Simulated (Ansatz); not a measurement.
# Stretching the Rh chain started as a zigzag

Aim: how do moment and conductance of the Rh chain started as a zigzag follow its length?

Method: DFT PBE, plane waves, PAW; relaxation of a chain's period, in the first sound run; inputs show where later runs differ, in Ansatz 0.2.0.

Most raw output is cut from this account.

In doubt: warnings of the run leave room for a lower electronic state (step 3), so energies may not be the lowest and differences between runs may mislead.

## (1) The starting structure

The cell holds 2 atoms: 2 Rh. Its edges and angles: a = 9.000 Å, b = 7.500 Å, c = 4.764 Å, α = 90.0°, β = 90.0°, γ = 90.0°. Vacuum lies along a and b. The structure's axis is c.

## (2) Relaxing the period

Band widths follow the bond lengths, so the chain is relaxed first. The atoms and the third cell vector are free; the box across stays fixed as vacuum. Moments are seeded so that a magnetic state can form if it lies lower. A Fermi-Dirac smearing is set since the result may be a metal. The pressure printed is a third of the stress's trace over the whole box, vacuum included; only the stress along the axis is relaxed.

Input file input.yaml:

```yaml
crystal:
  lattice:
    - [9.0, 0.0, 0.0]
    - [0.0, 7.5, 0.0]
    - [0.0, 0.0, 4.7643852111]
  atoms:
    - { symbol: Rh, position: [0.429631429, 0.5, 0.0], spin: 1.0 }
    - { symbol: Rh, position: [0.570368571, 0.5, 0.5], spin: 1.0 }
magnetization:
  spin_polarized: true
kpoints:
  mp_grid: { grid: [1, 1, 17] }
scf:
  occupations: { method: fermi_dirac, width: 0.05 }
hamiltonian:
  xc: pbe
relax:
  cell: { fix: [a, b, alpha, beta, gamma] }
  max_steps: 60
```

Run with:

```console
$ ansatz run input.yaml --threads 4 --pin off --max-ram 8192MiB --backend cpu --events-out ev --progress --plain --runs-dir out
```

Elapsed: 31 s, on 4 threads of Arm Neoverse V2, shared host; peak memory 0.6 GiB; 1.9 min of CPU time.

Relaxation path:

```tsv
step	energy less that of the first step (eV)	largest force component (eV/Å)	pressure (GPa)	volume (Å³)
1	0.0000	1.6088	-1.98	321.60
2	-0.5322	0.3861	-1.15	310.86
3	-0.8777	0.3373	-0.96	295.25
4	-1.1502	0.7231	-0.39	279.65
5	-1.2406	0.8111	-0.90	263.95
6	-1.3197	0.1131	-0.11	253.85
7	-1.3309	0.1365	-0.08	248.90
8	-1.3526	0.5836	0.23	233.13
9	-1.4180	0.2026	-0.46	217.25
10	-1.6073	0.6925	-0.61	201.51
11	-1.9682	0.0948	-1.04	185.69
12	-2.1183	0.2144	0.34	170.01
13	-2.1231	0.0594	-0.14	172.72
14	-2.1240	0.0215	-0.12	171.84
15	-2.1240	0.0016	-0.11	171.88
16*	-2.1198	0.0009	-0.11	171.88
```

Relaxation steps marked * repeat the geometry before them on a plane-wave basis chosen anew for their cell, so energy and pressure can jump there.

Forces are held to the 8 operations that the run works with; a distortion that breaks them can't arise in this run.

```tsv
cell as run	before	after	change
c (Å)	4.764	2.546	-46.6 %
```

The atoms that moved most (Å, along periodic axes as changes of fractional coordinates times the final cell, across vacuum about the mean position):

```tsv
atom	dx	dy	dz	length
Rh1	-0.436	0.000	0.000	0.436
Rh2	0.436	0.000	0.000	0.436
```

The relaxed structure:

```cif
data_structure
_symmetry_space_group_name_H-M 'P 1'
_symmetry_Int_Tables_number 1
_cell_length_a 9.0000
_cell_length_b 7.5000
_cell_length_c 2.5464
_cell_angle_alpha 90.000
_cell_angle_beta 90.000
_cell_angle_gamma 90.000
_cell_volume 171.88
loop_
_atom_site_label
_atom_site_type_symbol
_atom_site_fract_x
_atom_site_fract_y
_atom_site_fract_z
_atom_site_occupancy
Rh1 Rh 0.38114 0.50000 0.00000 1
Rh2 Rh 0.61886 0.50000 0.50000 1
```

This step gave:

* energy at zero smearing: -12800.7353 eV
* total moment: 2.855 μB
* absolute moment: 2.875 μB
* cell length along the wire: 2.546 Å

Site moment by atom:

```tsv
atom	site moment (μB)
Rh1	1.20
Rh2	1.20
```

The cell's length comes to 2.546 Å with an absolute moment of 2.87 μB a cell. That is -47 % against the start, more than a small adjustment.

## (3) At a strained period, period over the relaxed period 0.88, k-mesh 1×1×36

This step: DFT PBE, plane waves, PAW; relaxation at a fixed period (Ansatz 0.2.0).

The period is set to 0.88 times the relaxed one and the atoms relax within it: the two rows can move towards or away from each other, so bond angles take up part of the strain.

The cell differs from the one that the last finished run ended in (c 2.546 → 2.241 Å).

input.yaml, the sections that differ from step 2:

```yaml
crystal:
  lattice:
    - [9.0, 0.0, 0.0]
    - [0.0, 7.5, 0.0]
    - [0.0, 0.0, 2.2408116178]
  atoms:
    - { symbol: Rh, position: [0.381138443, 0.5, 0.0], spin: 1.2 }
    - { symbol: Rh, position: [0.618861557, 0.5, 0.5], spin: 1.2 }
kpoints:
  mp_grid: { grid: [1, 1, 36] }
relax:
  max_steps: 40
# magnetization, scf, hamiltonian: as in step 2
```

Elapsed: 13 s, on 4 threads; peak memory 0.46 GiB.

Step by step:

```tsv
step	energy less that of the first step (eV)	largest force component (eV/Å)
1	0.0000	2.8178
2	-0.3541	0.9809
3	-0.4216	0.1284
4	-0.4231	0.0256
5	-0.4232	0.0003
```

The run keeps the 8 symmetry operations that it works with, so distortions that break them were not tested.

The atoms that moved most (Å):

```tsv
atom	dx	dy	dz	length
Rh1	-0.177	0.000	0.000	0.177
Rh2	0.177	0.000	0.000	0.177
```

Final coordinates:

```
Rh
1.0
     9.00000    0.00000    0.00000
     0.00000    7.50000    0.00000
     0.00000    0.00000    2.24081
Rh
2
Direct
  0.36145 0.50000 0.00000
  0.63855 0.50000 0.50000
```

This step gave:

| Property | Result |
| --- | --- |
| energy at zero smearing | -12800.5798 eV |

The relaxation ends 212 meV an atom lower, with a largest force component of 2.7e-4 eV/Å. No moment survives the cycle: this start ends non-magnetic.

## (4) The chain at a fixed length, period over the relaxed period 0.88, k-mesh 1×1×36

This step: DFT PBE, plane waves, PAW; channels and complex bands of a perfect chain (Ansatz 0.2.0).

The period is set to 0.88 times the relaxed one: the two rows can move towards or away from each other, so bond angles take up part of the strain.

input.yaml, the sections that differ from step 3:

```yaml
crystal:
  lattice:
    - [9.0, 0.0, 0.0]
    - [0.0, 7.5, 0.0]
    - [0.0, 0.0, 2.2408116178]
  atoms:
    - { symbol: Rh, position: [0.3614480111, 0.5, 0.0], spin: 1.0 }
    - { symbol: Rh, position: [0.6385519889, 0.5, 0.5], spin: 1.0 }
output:
  transmission:
    e_range: [-2, 2]
    de: 0.035
    kmesh: [1, 1]
    reduced_basis: true
    leads: [[0, 0]]
  stress: true
# magnetization, kpoints, scf, hamiltonian: as in step 3
# relax: removed
```

Wall time 64 s (4 threads); peak memory 0.66 GiB; 3.8 min of CPU time.

This step gave:

* energy at zero smearing: -12800.5800 eV
* total moment: 0.07130 μB
* absolute moment: 0.07175 μB
* channels at the energy nearest the Fermi level, spin up: 7
* channels at the energy nearest the Fermi level, spin down: 7
* conductance of the lead as this run defines it: 7.296 G₀
* band gap: 0 eV

Table of open channels of the lead by energy, zero at the Fermi level:

```tsv
energy (eV)	spin up	spin down
-2.000	4	4
-1.790	4	4
-1.615	5	5
-1.405	7	5
-1.195	7	7
-0.985	6	6
-0.810	5	7
-0.600	9	9
-0.390	9	9
-0.215	11	11
-0.005	7	7
0.205	7	7
0.415	6	6
0.590	6	6
0.800	7	7
1.010	5	7
1.185	5	5
1.395	3	3
1.605	2	2
1.815	2	2
```

At the computed energy nearest the Fermi level there are 7 spin-up and 7 spin-down channels, and the thermal average gives 7.30 G₀.

## (5) Strain along the wire, period over the relaxed period 0.92, k-mesh 1×1×35

This step: DFT PBE, plane waves, PAW; relaxation at a fixed period (Ansatz 0.2.0).

The period is set to 0.92 times the relaxed one and the atoms relax within it: the two rows can move towards or away from each other, so bond angles take up part of the strain.

The cell differs from the one that the last finished run ended in (c 2.241 → 2.343 Å).

input.yaml, the sections that differ from step 4:

```yaml
crystal:
  lattice:
    - [9.0, 0.0, 0.0]
    - [0.0, 7.5, 0.0]
    - [0.0, 0.0, 2.3426666913]
  atoms:
    - { symbol: Rh, position: [0.381138443, 0.5, 0.0], spin: 1.2 }
    - { symbol: Rh, position: [0.618861557, 0.5, 0.5], spin: 1.2 }
kpoints:
  mp_grid: { grid: [1, 1, 35] }
relax:
  max_steps: 40
# magnetization, scf, hamiltonian: as in step 4
# output: removed
```

Run time: 9 s. Hardware: 4 threads; peak memory 0.47 GiB; 34 s of CPU time.

The steps of the relaxation:

```tsv
step	energy less that of the first step (eV)	largest force component (eV/Å)
1	0.0000	1.8521
2	-0.1446	0.2554
3	-0.1501	0.0853
4	-0.1510	0.0115
5	-0.1510	0.0002
```

Forces are held to the 8 operations that the run works with; a distortion that breaks them can't arise in this run.

The atoms that moved most (Å):

```tsv
atom	dx	dy	dz	length
Rh1	-0.103	0.000	0.000	0.103
Rh2	0.103	0.000	0.000	0.103
```

Final coordinates:

```
Rh
1.0
     9.00000    0.00000    0.00000
     0.00000    7.50000    0.00000
     0.00000    0.00000    2.34267
Rh
2
Direct
  0.36970 0.50000 0.00000
  0.63030 0.50000 0.50000
```

The relaxation ends 76 meV an atom lower, with a largest force component of 1.9e-4 eV/Å.

## (6) The chain at a fixed length, period over the relaxed period 0.92, k-mesh 1×1×35

This step: DFT PBE, plane waves, PAW; channels and complex bands of a perfect chain (Ansatz 0.2.0).

The period is set to 0.92 times the relaxed one: the two rows can move towards or away from each other, so bond angles take up part of the strain.

input.yaml, the sections that differ from step 5:

```yaml
crystal:
  lattice:
    - [9.0, 0.0, 0.0]
    - [0.0, 7.5, 0.0]
    - [0.0, 0.0, 2.3426666913]
  atoms:
    - { symbol: Rh, position: [0.3696976251, 0.5, 0.0], spin: 0.35 }
    - { symbol: Rh, position: [0.6303023749, 0.5, 0.5], spin: 0.35 }
output:
  transmission:
    e_range: [-2, 2]
    de: 0.035
    kmesh: [1, 1]
    reduced_basis: true
    leads: [[0, 0]]
  stress: true
# magnetization, kpoints, scf, hamiltonian: as in step 5
# relax: removed
```

Elapsed: 53 s, on 4 threads; peak memory 0.66 GiB.

At the computed energy nearest the Fermi level there are 6 spin-up and 7 spin-down channels, and the thermal average gives 7.11 G₀.

## (7) Strain along the wire, period over the relaxed period 0.96, k-mesh 1×1×33

This step: DFT PBE, plane waves, PAW; relaxation at a fixed period (Ansatz 0.2.0).

The period is set to 0.96 times the relaxed one and the atoms relax within it: the two rows can move towards or away from each other, so bond angles take up part of the strain.

The cell differs from the one that the last finished run ended in (c 2.343 → 2.445 Å).

input.yaml, the sections that differ from step 6:

```yaml
crystal:
  lattice:
    - [9.0, 0.0, 0.0]
    - [0.0, 7.5, 0.0]
    - [0.0, 0.0, 2.4445217648]
  atoms:
    - { symbol: Rh, position: [0.381138443, 0.5, 0.0], spin: 1.2 }
    - { symbol: Rh, position: [0.618861557, 0.5, 0.5], spin: 1.2 }
kpoints:
  mp_grid: { grid: [1, 1, 33] }
relax:
  max_steps: 40
# magnetization, scf, hamiltonian: as in step 6
# output: removed
```

Run time: 7.7 s. Hardware: 4 threads; peak memory 0.47 GiB; 29 s of CPU time.

Step by step:

```tsv
step	energy less that of the first step (eV)	largest force component (eV/Å)
1	0.0000	0.8323
2	-0.0373	0.1666
3	-0.0391	0.0066
4	-0.0391	0.0065
```

Forces are held to the 8 operations that the run works with; a distortion that breaks them can't arise in this run.

The atoms that moved most (Å):

```tsv
atom	dx	dy	dz	length
Rh1	-0.050	0.000	0.000	0.050
Rh2	0.050	0.000	0.000	0.050
```

The relaxed structure:

```cif
data_structure
_symmetry_space_group_name_H-M 'P 1'
_symmetry_Int_Tables_number 1
_cell_length_a 9.0000
_cell_length_b 7.5000
_cell_length_c 2.4445
_cell_angle_alpha 90.000
_cell_angle_beta 90.000
_cell_angle_gamma 90.000
_cell_volume 165.01
loop_
_atom_site_label
_atom_site_type_symbol
_atom_site_fract_x
_atom_site_fract_y
_atom_site_fract_z
_atom_site_occupancy
Rh1 Rh 0.37562 0.50000 0.00000 1
Rh2 Rh 0.62438 0.50000 0.50000 1
```

The relaxation ends 20 meV an atom lower, with a largest force component of 0.0065 eV/Å.

## (8) The chain at a fixed length, period over the relaxed period 0.96, k-mesh 1×1×33

This step: DFT PBE, plane waves, PAW; channels and complex bands of a perfect chain (Ansatz 0.2.0).

The period is set to 0.96 times the relaxed one: the two rows can move towards or away from each other, so bond angles take up part of the strain.

input.yaml, the sections that differ from step 7:

```yaml
crystal:
  lattice:
    - [9.0, 0.0, 0.0]
    - [0.0, 7.5, 0.0]
    - [0.0, 0.0, 2.4445217648]
  atoms:
    - { symbol: Rh, position: [0.3756229354, 0.5, 0.0], spin: 0.58 }
    - { symbol: Rh, position: [0.6243770646, 0.5, 0.5], spin: 0.58 }
output:
  transmission:
    e_range: [-2, 2]
    de: 0.035
    kmesh: [1, 1]
    reduced_basis: true
    leads: [[0, 0]]
  stress: true
# magnetization, kpoints, scf, hamiltonian: as in step 7
# relax: removed
```

Wall time 65 s (4 threads); peak memory 0.74 GiB; 3.8 min of CPU time.

At the computed energy nearest the Fermi level there are 6 spin-up and 8 spin-down channels, and the thermal average gives 6.59 G₀.

## (9) Strain along the wire, period over the relaxed period 1, k-mesh 1×1×32

This step: DFT PBE, plane waves, PAW; relaxation at a fixed period (Ansatz 0.2.0).

The period is set to 1.0 times the relaxed one and the atoms relax within it, as the point of reference.

input.yaml, the sections that differ from step 8:

```yaml
crystal:
  lattice:
    - [9.0, 0.0, 0.0]
    - [0.0, 7.5, 0.0]
    - [0.0, 0.0, 2.5463768384]
  atoms:
    - { symbol: Rh, position: [0.381138443, 0.5, 0.0], spin: 1.2 }
    - { symbol: Rh, position: [0.618861557, 0.5, 0.5], spin: 1.2 }
kpoints:
  mp_grid: { grid: [1, 1, 32] }
relax:
  max_steps: 40
# magnetization, scf, hamiltonian: as in step 8
# output: removed
```

It took 4.5 s on 4 threads; peak memory 0.48 GiB.

No atom moved by 0.005 Å in the relaxation.

## (10) The chain at a fixed length, period over the relaxed period 1, k-mesh 1×1×32

This step: DFT PBE, plane waves, PAW; channels and complex bands of a perfect chain (Ansatz 0.2.0).

The period is set to 1.0 times the relaxed one, as the point of reference.

input.yaml, the sections that differ from step 9:

```yaml
crystal:
  lattice:
    - [9.0, 0.0, 0.0]
    - [0.0, 7.5, 0.0]
    - [0.0, 0.0, 2.5463768384]
  atoms:
    - { symbol: Rh, position: [0.3814437656, 0.5, 0.0], spin: 1.16 }
    - { symbol: Rh, position: [0.6185562344, 0.5, 0.5], spin: 1.16 }
output:
  transmission:
    e_range: [-2, 2]
    de: 0.035
    kmesh: [1, 1]
    reduced_basis: true
    leads: [[0, 0]]
  stress: true
# magnetization, kpoints, scf, hamiltonian: as in step 9
# relax: removed
```

Run time: 66 s. Hardware: 4 threads; peak memory 0.75 GiB; 3.9 min of CPU time.

At the computed energy nearest the Fermi level there are 3 spin-up and 6 spin-down channels, and the thermal average gives 4.29 G₀.

## (11) At a strained period, period over the relaxed period 1.04, k-mesh 1×1×31

This step: DFT PBE, plane waves, PAW; relaxation at a fixed period (Ansatz 0.2.0).

The period is set to 1.04 times the relaxed one and the atoms relax within it: the two rows can move towards or away from each other, so bond angles take up part of the strain.

The cell differs from the one that the last finished run ended in (c 2.546 → 2.648 Å).

input.yaml, the sections that differ from step 10:

```yaml
crystal:
  lattice:
    - [9.0, 0.0, 0.0]
    - [0.0, 7.5, 0.0]
    - [0.0, 0.0, 2.6482319119]
  atoms:
    - { symbol: Rh, position: [0.381138443, 0.5, 0.0], spin: 1.2 }
    - { symbol: Rh, position: [0.618861557, 0.5, 0.5], spin: 1.2 }
kpoints:
  mp_grid: { grid: [1, 1, 31] }
relax:
  max_steps: 40
# magnetization, scf, hamiltonian: as in step 10
# output: removed
```

Run time: 5.4 s. Hardware: 4 threads; peak memory 0.48 GiB; 20 s of CPU time.

The relaxation ends 7.1 meV an atom lower, with a largest force component of 0.0020 eV/Å.

## (12) At a set period, period over the relaxed period 1.04, k-mesh 1×1×31

This step: DFT PBE, plane waves, PAW; channels and complex bands of a perfect chain (Ansatz 0.2.0).

The period is set to 1.04 times the relaxed one: the two rows can move towards or away from each other, so bond angles take up part of the strain.

input.yaml, the sections that differ from step 11:

```yaml
crystal:
  lattice:
    - [9.0, 0.0, 0.0]
    - [0.0, 7.5, 0.0]
    - [0.0, 0.0, 2.6482319119]
  atoms:
    - { symbol: Rh, position: [0.3841089341, 0.5, 0.0], spin: 1.18 }
    - { symbol: Rh, position: [0.6158910659, 0.5, 0.5], spin: 1.18 }
output:
  transmission:
    e_range: [-2, 2]
    de: 0.035
    kmesh: [1, 1]
    reduced_basis: true
    leads: [[0, 0]]
  stress: true
# magnetization, kpoints, scf, hamiltonian: as in step 11
# relax: removed
```

It took 63 s on 4 threads; peak memory 0.74 GiB.

At the computed energy nearest the Fermi level there are 2 spin-up and 6 spin-down channels, and the thermal average gives 3.97 G₀. The change of length costs 0.043 eV a cell and leaves an absolute moment of 2.84 μB a cell.

## (13) Strain along the wire, period over the relaxed period 1.08, k-mesh 1×1×30

This step: DFT PBE, plane waves, PAW; relaxation at a fixed period (Ansatz 0.2.0).

The period is set to 1.08 times the relaxed one and the atoms relax within it: the two rows can move towards or away from each other, so bond angles take up part of the strain.

The cell differs from the one that the last finished run ended in (c 2.648 → 2.750 Å).

input.yaml, the sections that differ from step 12:

```yaml
crystal:
  lattice:
    - [9.0, 0.0, 0.0]
    - [0.0, 7.5, 0.0]
    - [0.0, 0.0, 2.7500869855]
  atoms:
    - { symbol: Rh, position: [0.381138443, 0.5, 0.0], spin: 1.2 }
    - { symbol: Rh, position: [0.618861557, 0.5, 0.5], spin: 1.2 }
kpoints:
  mp_grid: { grid: [1, 1, 30] }
relax:
  max_steps: 40
# magnetization, scf, hamiltonian: as in step 12
# output: removed
```

It took 7 s on 4 threads; peak memory 0.49 GiB.

The relaxation ends 25 meV an atom lower, with a largest force component of 0.0064 eV/Å.

## (14) At a set period, period over the relaxed period 1.08, k-mesh 1×1×30

This step: DFT PBE, plane waves, PAW; channels and complex bands of a perfect chain (Ansatz 0.2.0).

The period is set to 1.08 times the relaxed one: the two rows can move towards or away from each other, so bond angles take up part of the strain.

input.yaml, the sections that differ from step 13:

```yaml
crystal:
  lattice:
    - [9.0, 0.0, 0.0]
    - [0.0, 7.5, 0.0]
    - [0.0, 0.0, 2.7500869855]
  atoms:
    - { symbol: Rh, position: [0.3870837049, 0.5, 0.0], spin: 1.16 }
    - { symbol: Rh, position: [0.6129162951, 0.5, 0.5], spin: 1.16 }
output:
  transmission:
    e_range: [-2, 2]
    de: 0.035
    kmesh: [1, 1]
    reduced_basis: true
    leads: [[0, 0]]
  stress: true
# magnetization, kpoints, scf, hamiltonian: as in step 13
# relax: removed
```

It took 61 s on 4 threads; peak memory 0.71 GiB; 3.6 min of CPU time.

At the computed energy nearest the Fermi level there are 2 spin-up and 6 spin-down channels, and the thermal average gives 3.97 G₀. The change of length costs 0.157 eV a cell and leaves an absolute moment of 2.81 μB a cell.

For the conductance of the lead as this run defines it, step 10 gave 4.29 G₀; this run, with period over the relaxed period 1.08 and k-mesh 1×1×30, gives 3.97 G₀ (-7 %).

[end of part 1 of 2]

[Logs are printed without paths, hosts, clocks, repeated set-up lines and the standing remarks that a program may print on its own settings, such as how far it seeks lower states.]

[Hosts, paths, dates, database ids (printed as entryN), source tags and the programs' standing remarks are cut or masked in the printed files.]
